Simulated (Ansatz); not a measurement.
# H6PbCBr3N (Pm): spin-orbit coupling beyond the local functionals

Wanted: gaps of H6PbCBr3N (Pm) with and without spin-orbit coupling, with cost.

Method: density functionals with and without spin-orbit coupling, plane waves, PAW, in Ansatz 0.2.0.

## Step 1: Starting point

Symmetry: Pm, No. 6, monoclinic system. Conventional cell: a = 6.039 Å, b = 6.060 Å, c = 6.128 Å, α = 90.00°, β = 90.07°, γ = 90.00°. Nearest to H lie 1 N at 1.04 Å. Nearest to H lie 1 C at 1.09 Å. Nearest to H lie 1 C at 1.10 Å. Nearest to Pb lie 6 Br at 2.98 to 3.11 Å. Nearest to C lie 3 H at 1.09 to 1.10 Å and 1 N at 1.49 Å. Farther neighbours and most contacts between anions are not listed.

The cell and positions are those that the Materials Project relaxed with its own functionals (PBE, PBE+U or r2SCAN), kept fixed. Spin-orbit coupling is left out unless a step names it. The default PAW set here is soft_2. Its files were made with PBE.

## Step 2: HSE06, 2×2×2 mesh

This step: DFT, HSE06, plane waves, PAW.

input.yaml reads:

```yaml
crystal:
  lattice:
    - [6.038531, 0.0, 0.0]
    - [0.0, 6.05968, 0.0]
    - [-0.007679, 0.0, 6.128174]
  atoms:
    - { symbol: H, position: [0.218258, 0.862101, 0.96819] }
    - { symbol: H, position: [0.177786, 0.0, 0.198636] }
    - { symbol: H, position: [0.825095, 0.851944, 0.061619] }
    - { symbol: H, position: [0.869341, 0.0, 0.811715] }
    - { symbol: H, position: [0.825095, 0.148056, 0.061619] }
    - { symbol: H, position: [0.218258, 0.137899, 0.96819] }
    - { symbol: Pb, position: [0.475266, 0.5, 0.477994] }
    - { symbol: C, position: [0.897311, 0.0, 0.98852] }
    - { symbol: Br, position: [0.430028, 0.5, 0.972748] }
    - { symbol: Br, position: [0.434852, 0.0, 0.512708] }
    - { symbol: Br, position: [0.966538, 0.5, 0.440736] }
    - { symbol: "N", position: [0.140606, 0.0, 0.032465] }
kpoints:
  mp_grid: { grid: [2, 2, 2] }
  band_path:
    path:
      - [0.0, 0.0, 0.0]
      - [0.0, 0.5, 0.0]
      - [0.0, 0.5, 0.5]
      - [0.0, 0.0, 0.5]
      - [-0.5, 0.0, 0.5]
      - [-0.5, 0.5, 0.5]
      - [-0.5, 0.5, 0.0]
      - [-0.5, 0.0, 0.0]
      - [-0.5, 0.45, 0.5]
    npoints: 1
hamiltonian:
  xc: hse06
scf:
  occupations: { method: fixed }
  n_extra_bands: 8
output:
  eigenvalues: true
```

Launch:

```
> ansatz run input.yaml --threads 3 --pin off --max-ram 92160MiB --backend cuda --events-out ev --progress --plain --runs-dir out --devices 1 --max-vram 13GiB
```

Numbers of over 12 decimals in the logs are rounded to 6 here.

Log:

```text
scf.n_extra_bands = 8 over 25 filled bands (N_el = 50.0): the run solves 33 bands
GPUs: using 1 of 1 available (devices: 1).
Engine: ansatz 0.2.0, x86_64-unknown-linux-gnu
Pseudopotentials: kind: paw
Pseudopotential: H, paw, valence charge 1, recommended cutoff 420 eV (normal), H.paw.azcp
Pseudopotential: Pb, paw, valence charge 14, recommended cutoff 420 eV (normal), Pb.paw.azcp
Pseudopotential: C, paw, valence charge 4, recommended cutoff 420 eV (normal), C.paw.azcp
Pseudopotential: Br, paw, valence charge 7, recommended cutoff 420 eV (normal), Br.paw.azcp
Pseudopotential: N, paw, valence charge 5, recommended cutoff 420 eV (normal), N.paw.azcp
Functional definition: HSE06
  parameter a = 0.25
  parameter omega = 0.11/bohr
  exchange = pbe_x - a*pbe_x_sr(omega) + a*exact_x_sr(omega)
  correlation = pbe_c
davidson cushion auto → on  (no smearing: the cushion is to keep the highest requested band from converging to the state above it; pin scf.eigensolver.cushion to override)
device memory: the entry about to start is reckoned to put 2.6 GiB on a device that reports 70.7 GiB free (of which the cap on the GPU budget leaves the run 13.0 GiB)
GPU FFT provider: cuFFT
GPU libraries: cuBLAS 13.8.2, cuFFT 12.4.0, cuSOLVER 12.3.4
Crystal: 12 atoms, lattice volume = 224.239 Å³
Basis set: ecut = 420 eV, 4385 PW (Γ)
Bands: 33, of which v1, the nominal top of the filled ones, is band 25 counted from 1 (24 counted from 0)
Symmetry: 2 space group operations
Space group: Pm (ITA 6), of the structure as read, at distance tolerance 6.1e-5 Å
k-points: 8
Non-local potential: H, projectors of the file, l = 0: 2, l = 1: 1
Non-local potential: Pb, projectors of the file, l = 0: 2, l = 1: 2, l = 2: 2, l = 3: 2
Non-local potential: C, projectors of the file, l = 0: 2, l = 1: 2, l = 2: 1
Non-local potential: Br, projectors of the file, l = 0: 2, l = 1: 2, l = 2: 2
Non-local potential: N, projectors of the file, l = 0: 2, l = 1: 2, l = 2: 1
PAW form: soft (Blöchl's): semilocal exchange-correlation on the pseudo side does not see the compensation charge
PAW frozen core: Pb, regenerated for the run's functional, and the local potential with it (the file was generated under x = pbe(κ = 0.804, μ = 0.219515), c = pbe(β = 0.066725))
PAW frozen core: C, regenerated for the run's functional, and the local potential with it (the file was generated under x = pbe(κ = 0.804, μ = 0.219515), c = pbe(β = 0.066725))
PAW frozen core: Br, regenerated for the run's functional, and the local potential with it (the file was generated under x = pbe(κ = 0.804, μ = 0.219515), c = pbe(β = 0.066725))
PAW frozen core: N, regenerated for the run's functional, and the local potential with it (the file was generated under x = pbe(κ = 0.804, μ = 0.219515), c = pbe(β = 0.066725))
[...]
GPU transforms: local potential and band sums: pruned to the plane-wave sphere, on 45×45×45
Exchange kernel: α = 0.2500, screened, ω = 0.2079 Å⁻¹, Wigner–Seitz truncation, v(0) = 983.1223 eV·Å³, q-mesh 2×2×2, nearest image of the exchange supercell L = 12.08 Å, pair-density grid 30×30×30, without the augmentation charges, whose exchange is taken in its separable form by FFT convolution over the k-point mesh (sized by the pseudopotential files, 45×45×45 at the most), smooth part of the exact exchange by density-matrix convolution in up to 2.53 GiB of GPU memory as planned if the GPU has room (build and FFT work areas not counted)
Frozen-core exchange: fock
SCF iter   1: F=—  HF=-21001.478175 eV  |F-HF|=—  |Δ(HF+E_count)|=         —  Δρ=3.07e-5  dr2=1.57e-6  ethr=5.25e-7  ⟨swp⟩=4.4  Hψ=671  notcnv=0
preconditioner: auto → none  [insulator: Δε(μ)=2.781 eV  Ē_g=15.175 eV  n_scr=32 (ndim 8)  ℏωp=17.2 eV  f_vac=0.114]
SCF iter   2: F=—  HF=-21001.478175 eV  |F-HF|=—  |Δ(HF+E_count)|=   4.06e-7  Δρ=1.29e-5  dr2=2.30e-7  ethr=2.20e-9  ⟨swp⟩=5.0  Hψ=982  notcnv=0
SCF iter   3: F=-21001.478175 eV  HF=-21001.478175 eV  |F-HF|=4.08e-8  |Δ(HF+E_count)|=   3.91e-7  Δρ=7.01e-6  dr2=7.58e-8  ethr=3.51e-10  ⟨swp⟩=6.8  Hψ=888  notcnv=0  defer=2
SCF 3 converged in 3 iterations: F = -21001.478175 eV  dr2 = 7.58e-8
hybrid outer 2: dexx = +7.080e-7 eV, tail = 1.72e-7 eV, Δε = 2.84e-3 eV (about 1.81e-4 eV left of the loop's levels)
device memory: the entry about to start is reckoned to put 1.0 GiB on a device that reports 74.5 GiB free (of which the cap on the GPU budget leaves the run 13.0 GiB)
NSCF: frozen V_eff on 9 k-points
hybrid SCF converged: 2 outer / 8 inner (+4 warm-up), last move |dexx| = 7.08e-7 eV, tail = 1.72e-7 eV
Stability not checked: this state was not tested for a lower state beside it, because the functional holds exact exchange (a hybrid, or Hartree-Fock), whose exchange loop this test does not read (fock_operator; see scf.lower_state_search)
Free energy (F): -21001.478175 eV
Frozen-core exchange: fock
Harris-Foulkes:  -21001.478176 eV  (|F-HF|=4.08e-8)
Internal energy: -21001.478175 eV  (E = F + TS)
E sigma→0 (E₀):  -21001.478175 eV
Fermi energy:    1.084147 eV
--- Per-component energies (eV) ---
  E_band       = -415.106051
  E_kinetic    = 989.229458
  E_local      = -3154.249106  (includes V_loc(G=0)·N_el)
  E_nonlocal   = 641.296800
  E_hartree    = 1111.656335
  E_xc         = -930.782545
  E_vxc        = -518.151861  (∫ρ·V_xc dr)
  E_exx        = -104.816527  (= α·E_x^exact, valence–valence)
  E_paw        = -17522.290590  (= ΣΔE_a)
  E_vpaw       = -386.905865  (= ΣTr[D̂ρ^β])
  E_aug_tail   = -0.007619  (compensation charges beyond the density's cutoff)
  E_ewald      = -2030.716275
  E_core_change = -0.798107  (= ΣΔE_core)
  E_smearing   = -0.000000  (= −TS)
  E_closure    = 0.000000  (closes the sum)
  Σ components = -21001.478175   (vs F -21001.478175, Δ=0.00e0)
--- Band table (eV; the first three rows and the last of 8) ---
  k-point 0: bands = [... 21 lower, -0.6837, -0.5612, -0.2512, -0.2297, 6.0494, 7.1839, 7.2741, 7.7437, ... 4 higher]
  k-point 1: bands = [... 21 lower, -0.5557, -0.5171, -0.2607, -0.0967, 4.6283, 7.1215, 7.2505, 7.5030, ... 4 higher]
  k-point 2: bands = [... 21 lower, -0.5583, -0.4645, -0.2558, -0.0855, 4.7173, 6.8852, 7.4512, 7.5212, ... 4 higher]
  k-point 7: bands = [... 21 lower, -0.4671, -0.0215, -0.0213, 1.0841, 3.8654, 3.8832, 4.0987, 7.3181, ... 4 higher]
```

Run time: 32 s. Hardware: 1 × NVIDIA H100 80GB HBM3 (shared by 6 runs) with 3 threads of AMD EPYC 7R13 (Zen 3), shared host; peak memory 1.2 GiB; 21 s of CPU time.

In the SCF lines HF is the Harris–Foulkes energy and dr2 the Hartree energy of the density residual, in eV; the loop may stop once dr2 is under the threshold and the program's other checks hold. Hψ counts applications of the Hamiltonian.

Numbers from this step:

| Property | Result |
| --- | --- |
| gap | 2.773 eV |
| valence top at | E |
| conduction bottom at | k = (-0.500, 0.450, 0.500) |
| least direct gap | 2.781 eV |
| exact-exchange fraction | 0.25 |

The gap is indirect, with the least direct gap 0.008 eV higher.

## Step 3: HSE06+SOC, 2×2×2 mesh

The many-body steps leave out spin-orbit coupling, so its effect is taken from a two-component run, with twice the bands.

This step: DFT, HSE06 with spin-orbit coupling, plane waves, PAW.

input.yaml, as its differences from that of step 2:

```diff
@@ -36,3 +36,6 @@
   occupations: { method: fixed }
-  n_extra_bands: 8
+  n_extra_bands: 16
+magnetization:
+  noncollinear: true
+  spin_orbit: true
 output:
```

Log:

```text
[...]
GPUs: using 1 of 1 available (devices: 1).
[...]
non-collinear run that drives no moment, with spin-orbit: no starting moment large enough to seed its density (crystal.atoms[].spin), no starting occupations that ask for one, no magnetisation constraint and no magnetic field, so the semilocal B_xc is pinned to zero
[...]
GPU FFT provider: cuFFT
GPU libraries: cuBLAS 13.8.2, cuFFT 12.4.0, cuSOLVER 12.3.4
Crystal: 12 atoms, lattice volume = 224.239 Å³
Basis set: ecut = 420 eV, 4385 PW (Γ)
Bands: 66, of which v1, the nominal top of the filled ones, is band 50 counted from 1 (49 counted from 0)
Symmetry: 2 space group operations + 2 with time reversal
[...]
k-points: 8
Projection manifold: j_resolved (fully-relativistic pseudo-atomic orbitals)
[...]
GPU buffer pool allocated for 91125 grid points (all kernels)
[...]
SCF iter   1: F=—  HF=-21033.754307 eV  |F-HF|=—  |Δ(HF+E_count)|=         —  Δρ=6.19e-2  dr2=8.08e0  dr2_m=0.00e0 (ungated)  ethr=1.00e-1  |M|=0.00e0 ∫|m|=0.00e0 μB  |m|>n=0.0e0 m-floor=0.0e0 τ_xc=0.0e0  β_m=0.30  ⟨swp⟩=5.1  Hψ=1980  notcnv=0
[...]
SCF iter   6: F=-21031.428320 eV  HF=-21031.428316 eV  |F-HF|=3.40e-6  |Δ(HF+E_count)|=   8.13e-5  Δρ=1.81e-4  dr2=4.42e-5  dr2_m=0.00e0 (ungated)  ethr=1.31e-6  |M|=0.00e0 ∫|m|=0.00e0 μB  |m|>n=0.0e0 m-floor=0.0e0 τ_xc=0.0e0  ⟨swp⟩=3.9  Hψ=1421  notcnv=0
SCF 1 stopped early in 6 iterations: F = -21031.428320 eV  dr2 = 4.42e-5
[...]
GPU FFT provider: cuFFT
GPU libraries: cuBLAS 13.8.2, cuFFT 12.4.0, cuSOLVER 12.3.4
Projection manifold: j_resolved (fully-relativistic pseudo-atomic orbitals)
[...]
GPU buffer pool allocated for 91125 grid points (all kernels)
[...]
Frozen-core exchange: fock
SCF iter   1: F=—  HF=-21009.728218 eV  |F-HF|=—  |Δ(HF+E_count)|=         —  Δρ=4.53e-3  dr2=4.40e-2  dr2_m=0.00e0 (ungated)  ethr=8.83e-7  |M|=0.00e0 ∫|m|=0.00e0 μB  |m|>n=0.0e0 m-floor=0.0e0 τ_xc=0.0e0  β_m=0.30  ⟨swp⟩=10.2  Hψ=3257  notcnv=0
[...]
SCF iter   6: F=-21009.722987 eV  HF=-21009.722990 eV  |F-HF|=3.81e-6  |Δ(HF+E_count)|=   1.32e-4  Δρ=5.66e-5  dr2=7.90e-6  dr2_m=0.00e0 (ungated)  ethr=9.25e-9  |M|=0.00e0 ∫|m|=0.00e0 μB  |m|>n=0.0e0 m-floor=0.0e0 τ_xc=0.0e0  ⟨swp⟩=6.9  Hψ=2266  notcnv=0  defer=16
SCF 2 stopped early in 6 iterations: F = -21009.722987 eV  dr2 = 7.90e-6
[...]
hybrid outer 1: dexx = +1.370e-2 eV, tail = 5.53e-5 eV
GPU FFT provider: cuFFT
GPU libraries: cuBLAS 13.8.2, cuFFT 12.4.0, cuSOLVER 12.3.4
Projection manifold: j_resolved (fully-relativistic pseudo-atomic orbitals)
GPU buffer pool allocated for 91125 grid points (all kernels)
[...]
Frozen-core exchange: fock
SCF iter   1: F=—  HF=-21009.723613 eV  |F-HF|=—  |Δ(HF+E_count)|=         —  Δρ=3.03e-5  dr2=1.55e-6  dr2_m=0.00e0 (ungated)  ethr=5.53e-7  |M|=0.00e0 ∫|m|=0.00e0 μB  |m|>n=0.0e0 m-floor=0.0e0 τ_xc=0.0e0  β_m=0.30  ⟨swp⟩=4.8  Hψ=1325  notcnv=0
[...]
SCF iter   4: F=-21009.723614 eV  HF=-21009.723614 eV  |F-HF|=2.04e-8  |Δ(HF+E_count)|=   3.94e-7  Δρ=4.56e-6  dr2=3.43e-8  dr2_m=0.00e0 (ungated)  ethr=1.83e-10  |M|=0.00e0 ∫|m|=0.00e0 μB  |m|>n=0.0e0 m-floor=0.0e0 τ_xc=0.0e0  ⟨swp⟩=6.9  Hψ=1991  notcnv=0  defer=12
SCF 3 converged in 4 iterations: F = -21009.723614 eV  dr2 = 3.43e-8
[...]
NSCF: frozen V_eff on 9 k-points
[...]
Magnetization: |M| = 0.0000 μB,  M = (+0.0000, +0.0000, +0.0000) μB
Absolute magnetization: 0.0000 μB (∫|m|)
  site 0: m = (+0.0000, +0.0000, +0.0000) μB, |m| = 0.0000 μB  (R = 0.43 Å)
  site 1: m = (+0.0000, +0.0000, +0.0000) μB, |m| = 0.0000 μB  (R = 0.43 Å)
  site 2: m = (+0.0000, +0.0000, +0.0000) μB, |m| = 0.0000 μB  (R = 0.45 Å)
  site 3: m = (+0.0000, +0.0000, +0.0000) μB, |m| = 0.0000 μB  (R = 0.45 Å)
  site 4: m = (+0.0000, +0.0000, +0.0000) μB, |m| = 0.0000 μB  (R = 0.45 Å)
  site 5: m = (+0.0000, +0.0000, +0.0000) μB, |m| = 0.0000 μB  (R = 0.43 Å)
  site 6: m = (+0.0000, +0.0000, +0.0000) μB, |m| = 0.0000 μB  (R = 1.23 Å)
  site 7: m = (+0.0000, +0.0000, +0.0000) μB, |m| = 0.0000 μB  (R = 0.45 Å)
  site 8: m = (+0.0000, +0.0000, +0.0000) μB, |m| = 0.0000 μB  (R = 1.05 Å)
  site 9: m = (+0.0000, +0.0000, +0.0000) μB, |m| = 0.0000 μB  (R = 1.02 Å)
  site 10: m = (+0.0000, +0.0000, +0.0000) μB, |m| = 0.0000 μB  (R = 1.23 Å)
  site 11: m = (+0.0000, +0.0000, +0.0000) μB, |m| = 0.0000 μB  (R = 0.43 Å)
Free energy (F): -21009.723614 eV
Frozen-core exchange: fock
[...]
Internal energy: -21009.723614 eV  (E = F + TS)
E sigma→0 (E₀):  -21009.723614 eV
Fermi energy:    1.143870 eV
[...]
--- Band table (eV; the first three rows and the last of 8) ---
  k-point 0: bands = [... 46 lower, -0.2973, -0.2973, -0.1015, -0.1015, 6.0132, 6.0132, 6.2777, 6.2777, ... 12 higher]
  k-point 1: bands = [... 46 lower, -0.2054, -0.2054, -0.0447, -0.0447, 4.3080, 4.3080, 6.9036, 6.9036, ... 12 higher]
  k-point 2: bands = [... 46 lower, -0.1991, -0.1991, -0.0210, -0.0210, 4.3678, 4.3678, 6.7672, 6.7672, ... 12 higher]
  k-point 7: bands = [... 46 lower, 0.0874, 0.0874, 1.1439, 1.1439, 2.7175, 2.7175, 4.3570, 4.3570, ... 12 higher]
```

The job ended after 65 s (1 × NVIDIA H100 80GB HBM3 (shared by 6 runs) with 3 threads; peak memory 1.6 GiB; 60 s of CPU time).

Numbers from this step:

```
gap                     : 1.530 eV
valence top at          : E
conduction bottom at    : k = (-0.500, 0.450, 0.500)
least direct gap        : 1.537 eV
exact-exchange fraction : 0.25
```

The gap stands −1.24 eV against HSE06.

## Step 4: Together

Times are wall times on 1 × NVIDIA H100 80GB HBM3 (shared by 6 runs) with 3 threads of AMD EPYC 7R13 (Zen 3), shared host, good to a factor of about two.

```
level  gap (eV)  with coupling (eV)  change (eV)  time  with coupling
HSE06      2.77                1.53        −1.24  32 s           65 s
```

## Step 5: Summary of results

* HSE06: 2.77 eV
* HSE06+SOC: 1.53 eV

**Reading.** Spin-orbit coupling changes the gap by −1.24 eV and the least direct gap by −1.24 eV.

[Paths, hosts, dates, memory and timing lines, banners, echoed tables and standing remarks are left out of the program output.]

[Logs are printed without paths, hosts, clocks, repeated set-up lines and the standing remarks that a program may print on its own settings, such as how far it seeks lower states.]

[Runs of the session that timed out or met a known fault of the program may be left out.]

[Cells called generated may have been cut or substituted from an entry of the Crystallography Open Database or the Materials Project.]

[Hosts, paths, dates, database ids (printed as entryN), source tags and the programs' standing remarks are cut or masked in the printed files.]
